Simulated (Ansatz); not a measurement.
## AgF (model cell, started as NiAs type): following an unstable mode

Wanted: the energy along a soft mode of AgF (model cell, started as NiAs type) and the structure at the end.

Program: Ansatz 0.2.0. Level of theory: DFT PBEsol, scalar-relativistic, plane waves, PAW. Results are calculated unless marked as measured.

Report form: the programs' logs are mostly left out.

The structure was built from a prototype and need not be the compound's stable phase.

## Step 1: The structure

Symmetry: P6_3/mmc, No. 194, hexagonal system. Conventional cell: a = 3.038 Å, b = 3.038 Å, c = 6.862 Å, α = 90.00°, β = 90.00°, γ = 120.00°. Nearest to Ag lie 6 F at 2.45 Å. Nearest to F lie 6 Ag at 2.45 Å. Farther neighbours and most contacts between anions are not listed.

## Step 2: Phonons on a q mesh

The cell comes from relaxations at this level that are not shown. Stability and thermal properties need the whole zone. Linear response on a 3×3×2 q mesh gives force constants as far as a supercell of that size would.

input.yaml reads:

```yaml
crystal:
  lattice:
    - [3.0380659028, 2.5779e-06, 0.0]
    - [-1.5190351839, 2.6310409612, 0.0]
    - [0.0, 0.0, 6.8619586866]
  atoms:
    - { symbol: Ag, position: [0.0, 0.0, 0.0] }
    - { symbol: Ag, position: [0.0, 0.0, 0.5] }
    - { symbol: F, position: [0.3333333333, 0.6666666667, 0.25] }
    - { symbol: F, position: [0.6666666667, 0.3333333333, 0.75] }
kpoints:
  mp_grid: { grid: [15, 15, 6] }
hamiltonian:
  xc: pbesol
scf:
  occupations: { method: methfessel_paxton, width: 0.2 }
output:
  eigenvalues: true
phonons:
  method: dfpt
  qmesh: [3, 3, 2]
  temperatures: { t_max: 1000, t_step: 50 }
  qpath:
    path:
      - [[0.0, 0.0, 0.0], [0.5, 0.0, 0.0], [0.33333333, 0.33333333, 0.0], [0.0, 0.0, 0.0], [0.0, 0.0, 0.5], [0.5, 0.0, 0.5], [0.33333333, 0.33333333, 0.5], [0.0, 0.0, 0.5]]
      - [[0.5, 0.0, 0.5], [0.5, 0.0, 0.0]]
      - [[0.33333333, 0.33333333, 0.5], [0.33333333, 0.33333333, 0.0]]
    npoints: 10
```

Started as:

```sh
ansatz run input.yaml --threads 4 --pin off --max-ram 7168MiB --backend cpu --events-out ev --progress --plain --runs-dir out
```

Elapsed: 9.5 min, on 4 threads of Intel Xeon 6975P-C (Granite Rapids), shared host; peak memory 4.7 GiB.

Numbers from this step:

| Quantity | Value |
| --- | --- |
| volume per atom | 13.71 Å³ |
| gap on the k-mesh | 0 eV |
| sum-rule residual before enforcement | 5.15e-5 eV/Å² |
| lowest frequency on the path | -37.28 cm⁻¹ |
| point group | 6/mmm |
| highest frequency on the path or at a solved wavevector | 314.4 cm⁻¹ |
| highest optical mode at the zone centre (no LO-TO term) | 314.4 cm⁻¹ |
| lowest optical zone-centre mode | -26.44 cm⁻¹ |
| lowest mode on the q mesh (acoustic modes at Γ apart) | -35.71 cm⁻¹ |

Frequencies (cm⁻¹) solved at each irreducible wavevector; negative means imaginary. Frequencies by wavevector, by row:

| q in reciprocal lattice units | star | mode 1 | mode 2 | mode 3 | mode 4 | mode 10 | mode 11 | mode 12 |
| --- | --- | --- | --- | --- | --- | --- | --- | --- |
| 0 0 0 | 1 | -26.4 | -26.4 | 0 | 0 | 164.1 | 258.5 | 314.4 |
| 0 0 -0.5 | 1 | -21.5 | -21.5 | -21.5 | -21.5 | 111.1 | 296.5 | 296.5 |
| 0 0.3333 0 | 6 | -20.2 | 36.2 | 50.4 | 59.7 | 216 | 222 | 261.2 |
| 0 0.3333 -0.5 | 6 | 36.4 | 36.4 | 42.6 | 42.6 | 211.3 | 239.3 | 239.3 |
| 0.3333 0.3333 0 | 2 | -35.7 | -35.7 | 74.6 | 80.7 | 202.1 | 218.3 | 225.6 |
| 0.3333 0.3333 -0.5 | 2 | -35.6 | -35.6 | 76.6 | 76.6 | 220 | 229.5 | 229.5 |

Interpolated from a 3×3×2 q mesh. Phonon branches along the path, in cm⁻¹:

| point | branch 1 | branch 2 | branch 3 | branch 4 | branch 9 | branch 10 | branch 11 | branch 12 |
| --- | --- | --- | --- | --- | --- | --- | --- | --- |
| Γ | -26 | -26 | 0 | 0 | 116 | 164 | 258 | 314 |
| halfway | -18 | 19 | 49 | 54 | 180 | 196 | 218 | 279 |
| M | -33 | 46 | 48 | 64 | 166 | 239 | 246 | 252 |
| halfway | -36 | 34 | 64 | 74 | 176 | 230 | 232 | 242 |
| K | -36 | -36 | 75 | 81 | 202 | 202 | 218 | 226 |
| halfway | -24 | 41 | 48 | 65 | 199 | 201 | 209 | 268 |
| Γ | -26 | -26 | 0 | 0 | 116 | 164 | 258 | 314 |
| halfway | -27 | -27 | -11 | -11 | 106 | 149 | 272 | 311 |
| A | -22 | -22 | -22 | -22 | 111 | 111 | 296 | 296 |
| halfway | 24 | 24 | 35 | 35 | 184 | 184 | 257 | 257 |
| L | 46 | 46 | 70 | 70 | 205 | 205 | 251 | 251 |
| halfway | 24 | 24 | 76 | 76 | 208 | 208 | 243 | 243 |
| H | -36 | -36 | 77 | 77 | 220 | 220 | 230 | 230 |
| halfway | 13 | 13 | 51 | 51 | 195 | 195 | 246 | 246 |
| A | -22 | -22 | -22 | -22 | 111 | 111 | 296 | 296 |
| jump to L | 46 | 46 | 70 | 70 | 205 | 205 | 251 | 251 |
| halfway | 24 | 46 | 46 | 82 | 176 | 227 | 250 | 252 |
| M | -33 | 46 | 48 | 64 | 166 | 239 | 246 | 252 |
| jump to H | -36 | -36 | 77 | 77 | 220 | 220 | 230 | 230 |
| halfway | -36 | -36 | 75 | 79 | 218 | 221 | 221 | 224 |
| K | -36 | -36 | 75 | 81 | 202 | 202 | 218 | 226 |

Symmetry leaves 6 wavevectors to solve. The lowest mode among them, the acoustic zeros apart, lies at q = (0.333, 0.333, 0) and is imaginary, 35.7i cm⁻¹, so the energy falls along it.

## Step 3: The mode frozen in, largest atomic shift 0 Å

The mode followed lies at q = (0.333, 0.333, 0) with frequency 35.7i cm⁻¹ and is 2-fold degenerate, the softest among the wavevectors solved. At small amplitude the distorted cell has space group no. 36 by a symmetry search on the positions. The undistorted cell that holds it gives the zero of energy on the same k mesh.

System of this step: AgF (model cell, started as NiAs type). The structure is hexagonal, space group P6_3/mmc (No. 194). Conventional cell: a = 3.038 Å, b = 3.038 Å, c = 6.862 Å, α = 90.00°, β = 90.00°, γ = 120.00°. Nearest to Ag lie 6 F at 2.45 Å. Nearest to F lie 6 Ag at 2.45 Å. Farther neighbours and most contacts between anions are not listed.

input.yaml reads:

```yaml
crystal:
  lattice:
    - [4.5570966216, 2.6310461171, 0.0]
    - [-4.4651e-06, 5.2620845003, 0.0]
    - [0.0, 0.0, 6.8619586866]
  atoms:
    - { symbol: Ag, position: [0.3333333333, 0.3333333333, 0.0] }
    - { symbol: Ag, position: [0.6666666667, 0.6666666667, 0.0] }
    - { symbol: Ag, position: [0.0, 1.0, 0.0] }
    - { symbol: Ag, position: [0.3333333333, 0.3333333333, 0.5] }
    - { symbol: Ag, position: [0.6666666667, 0.6666666667, 0.5] }
    - { symbol: Ag, position: [0.0, 1.0, 0.5] }
    - { symbol: F, position: [1.0, 0.3333333333, 0.25] }
    - { symbol: F, position: [0.3333333333, 0.6666666667, 0.25] }
    - { symbol: F, position: [0.6666666667, 0.0, 0.25] }
    - { symbol: F, position: [0.3333333333, 0.0, 0.75] }
    - { symbol: F, position: [0.6666666667, 0.3333333333, 0.75] }
    - { symbol: F, position: [1.0, 0.6666666667, 0.75] }
kpoints:
  mp_grid: { grid: [9, 9, 6] }
hamiltonian:
  xc: pbesol
scf:
  occupations: { method: methfessel_paxton, width: 0.2 }
output:
  forces: true
  stress: true
  eigenvalues: true
```

Wall time 6.1 s (4 threads); peak memory 0.98 GiB; 22 s of CPU time.

This step gave:

- pressure: -0.002974 GPa
- energy from the undistorted cell: 0 meV/atom

The run ends at a pressure of 0.00 GPa.

## Step 4: The mode frozen in, largest atomic shift 0.22 Å

The atoms are moved along the unstable eigenvector, the largest shift by 0.22 Å, with the cell fixed.

input.yaml reads:

```yaml
crystal:
  lattice:
    - [4.5570966216, 2.6310461171, 0.0]
    - [-4.4651e-06, 5.2620845003, 0.0]
    - [0.0, 0.0, 6.8619586866]
  atoms:
    - { symbol: Ag, position: [0.3498284681, 0.3168378298, 2.072e-07] }
    - { symbol: Ag, position: [0.6831621702, 0.6501715319, 2.072e-07] }
    - { symbol: Ag, position: [-0.0329918351, 1.0329918351, -4.145e-07] }
    - { symbol: Ag, position: [0.3168381986, 0.3498288368, 0.5000002072] }
    - { symbol: Ag, position: [0.6501711632, 0.6831618014, 0.5000002072] }
    - { symbol: Ag, position: [0.0329918351, 0.9670081649, 0.4999995855] }
    - { symbol: F, position: [1.0, 0.3333333333, 0.2660298269] }
    - { symbol: F, position: [0.3333333333, 0.6666666667, 0.2179391832] }
    - { symbol: F, position: [0.6666666667, 0.0, 0.2660298269] }
    - { symbol: F, position: [0.3333333333, 0.0, 0.766031213] }
    - { symbol: F, position: [0.6666666667, 0.3333333333, 0.7179399] }
    - { symbol: F, position: [1.0, 0.6666666667, 0.766031213] }
kpoints:
  mp_grid: { grid: [9, 9, 6] }
hamiltonian:
  xc: pbesol
scf:
  occupations: { method: methfessel_paxton, width: 0.2 }
output:
  forces: true
  stress: true
  eigenvalues: true
```

Run time: 24 s. Hardware: 4 threads; peak memory 1.4 GiB.

This step gave:

- pressure: 0.5891 GPa
- energy from the undistorted cell: -0.885 meV/atom

The energy, extrapolated to zero smearing, is -0.89 meV/atom against the undistorted cell.

The run ends at a pressure of 0.59 GPa, with forces up to 0.11 eV/Å.

## Step 5: Energy along the mode, all amplitudes (two of the runs are shown above)

An imaginary frequency means negative curvature, so the energy should fall and then rise again as anharmonic terms take over.

Numbers from this step:

- depth at the lowest point sampled: 0.885 meV/atom
- largest atomic shift at that point: 0.22 Å

Table of energy from the parent by largest atomic shift:

| largest atomic shift (Å) | energy from the parent (meV/atom) |
| --- | --- |
| 0.000 | 0 |
| 0.040 | -0.083 |
| 0.080 | -0.309 |
| 0.140 | -0.763 |
| 0.220 | -0.885 |
| 0.320 | 2.32 |
| 0.450 | 21.1 |

Displacement at unit largest shift by atom:

| atom | x (Å) | y (Å) | z (Å) | size |
| --- | --- | --- | --- | --- |
| Ag1 | 0.34 | -0.20 | 0.00 | 0.39 |
| Ag2 | 0.34 | -0.20 | 0.00 | 0.39 |
| Ag3 | -0.68 | 0.40 | 0.00 | 0.79 |
| Ag4 | -0.34 | 0.20 | 0.00 | 0.39 |
| Ag5 | -0.34 | 0.20 | 0.00 | 0.39 |
| Ag6 | 0.68 | -0.40 | 0.00 | 0.79 |
| F7 | 0.00 | 0.00 | 0.50 | 0.50 |
| F8 | 0.00 | 0.00 | -1.00 | 1.00 |
| F9 | 0.00 | 0.00 | 0.50 | 0.50 |
| F10 | 0.00 | 0.00 | 0.50 | 0.50 |
| F11 | 0.00 | 0.00 | -1.00 | 1.00 |
| F12 | 0.00 | 0.00 | 0.50 | 0.50 |

The lowest of the steps tried is at 0.22 Å, 0.885 meV/atom below the parent; the bottom of the well need not coincide with a step.

## Step 6: Relaxation from the frozen mode

Starting from the lowest point found, all atoms and the cell are let go, so that strain and other modes of the same symmetry can join in.

Changes to input.yaml since step 4:

```diff
@@ -28 +28,6 @@
   eigenvalues: true
+relax:
+  adjacent_minimum: "off"
+  f_tol: 0.002
+  max_steps: 120
+  cell: { stress_tol: 0.03 }
```

Elapsed: 8.2 min, on 4 threads; peak memory 1.5 GiB; 32 min of CPU time.

Relaxation path:

| step | energy less that of the first step (eV) | largest force component (eV/Å) | pressure (GPa) | volume (Å³) |
| --- | --- | --- | --- | --- |
| 1 | 0.0000 | 0.0999 | 0.59 | 164.55 |
| 2 | -0.0136 | 0.0365 | -0.13 | 166.38 |
| 3 | -0.0207 | 0.0606 | -0.03 | 166.75 |
| 4 | -0.0262 | 0.0830 | -0.43 | 168.20 |
| 5 | -0.0360 | 0.0424 | -0.09 | 168.31 |
| 6 | -0.0334 | 0.0360 | 0.10 | 169.15 |
| 7 | -0.0386 | 0.0106 | -0.02 | 168.74 |
| 8 | -0.0391 | 0.0015 | 0.01 | 168.61 |
| 9* | -0.0662 | 0.0015 | 0.27 | 168.61 |
| 10 | -0.0667 | 0.0265 | 0.14 | 169.30 |
| 11 | -0.0687 | 0.0068 | 0.12 | 169.49 |
| 12 | -0.0666 | 0.0091 | -0.22 | 170.12 |
| 13 | -0.0686 | 0.0020 | 0.04 | 169.61 |
| 14 | -0.0685 | 0.0010 | -0.01 | 169.65 |
| 15* | -0.0742 | 0.0008 | 0.02 | 169.65 |
| 16 | -0.0745 | 0.0028 | 0.02 | 169.75 |
| 17 | -0.0744 | 0.0018 | 0.00 | 169.79 |
| 18* | -0.0751 | 0.0019 | 0.00 | 169.79 |
| 19 | -0.0751 | 0.0004 | 0.00 | 169.81 |
| 20* | -0.0752 | 0.0004 | 0.00 | 169.81 |

Relaxation steps marked * repeat the geometry before them on a plane-wave basis chosen anew for their cell, so energy and pressure can jump there. Relaxation step 12 was tried and not accepted.

Forces are held to the 4 operations that the run works with; a distortion that breaks them can't arise in this run.

| conventional cell, symmetrised | before | after | change |
| --- | --- | --- | --- |
| a (Å) | 9.114 | 9.128 | +0.1 % |
| b (Å) | 5.262 | 5.635 | +7.1 % |
| c (Å) | 6.862 | 6.603 | -3.8 % |
| volume (Å³/atom) | 13.71 | 14.15 | +3.2 % |

The atoms that moved most (Å, as changes of fractional coordinates times the final cell):

| atom | dx | dy | dz | length |
| --- | --- | --- | --- | --- |
| F11 | 0.063 | -0.036 | -0.202 | 0.214 |
| F8 | -0.063 | 0.036 | -0.202 | 0.214 |
| Ag3 | -0.144 | 0.083 | -0.014 | 0.167 |
| Ag6 | 0.144 | -0.083 | -0.014 | 0.167 |
| F7 | 0.011 | -0.022 | 0.093 | 0.096 |
| F9 | 0.024 | 0.002 | 0.093 | 0.096 |
| F12 | -0.011 | 0.022 | 0.093 | 0.096 |
| F10 | -0.024 | -0.002 | 0.093 | 0.096 |

The relaxed structure:

```
Ag F
1.0
     4.72207    2.54369    0.00000
    -0.15814    5.36128    0.00000
     0.00000    0.00000    6.60259
Ag F
6 6
Direct
  0.34862 0.31177 0.00224
  0.68823 0.65138 0.00224
  0.93754 0.06246 0.99782
  0.31177 0.34862 0.50224
  0.65138 0.68823 0.50224
  0.06246 0.93754 0.49782
  0.00210 0.32829 0.28015
  0.32042 0.67958 0.18741
  0.67171 0.99790 0.28015
  0.32829 0.00210 0.78015
  0.67958 0.32042 0.68741
  0.99790 0.67171 0.78015
```

This step gave:

```yaml
pressure: 2.74e-4 GPa
volume_per_atom: 14.15 Å³
gap_on_the_k_mesh: 0.03682 eV
```

The distorted start has space group Cmc2_1; the relaxation ends in Cmc2_1.

## Step 7: Outcome

- unstable mode of the parent: q = (0.333, 0.333, 0), 36i cm⁻¹
- depth at the lowest point sampled: 0.885 meV/atom
- largest atomic shift at that point: 0.22 Å
- space group reached (within 0.01 Å): Cmc2_1
- energy gained over the parent (first relaxation, on the mesh of the frozen mode): 7.28 meV/atom
- volume per atom, phase reached: 14.2 Å³
- gap on the k-mesh, phase reached: 0.0368 eV

**Reading.** Along this mode the structure falls into Cmc2_1, 7.28 meV/atom below the parent. At the parent's cell the well is 0.885 meV/atom deep on the steps tried, with its lowest point at a shift of 0.22 Å. Relaxing atoms and cell changes the gain by +6.40 meV/atom against the lowest step (energies at zero smearing). Most of the total comes from this relaxation. The modes of the phase reached were not computed on this path. How so shallow a well moves with the k mesh was not tested. Of the 4 patterns followed to their end from this parent, this one ends 2.34 meV/atom above the lowest, Cmcm. Each path keeps the symmetry of its pattern, so a lower phase may lie along a pattern not tried. With no gap, or one that is small against the smearing, the frequencies hang on the k mesh and the smearing, most of all near Kohn anomalies. A semilocal functional can close a gap that the real compound would have, so the metallic treatment may be an artefact of the level. The starting cell was built on a prototype and not taken from a measurement, so the phase need not exist.

[Logs are printed without paths, hosts, clocks, repeated set-up lines and the standing remarks that a program may print on its own settings, such as how far it seeks lower states.]

[Hosts, paths, dates, database ids (printed as entryN), source tags and the programs' standing remarks are cut or masked in the printed files.]
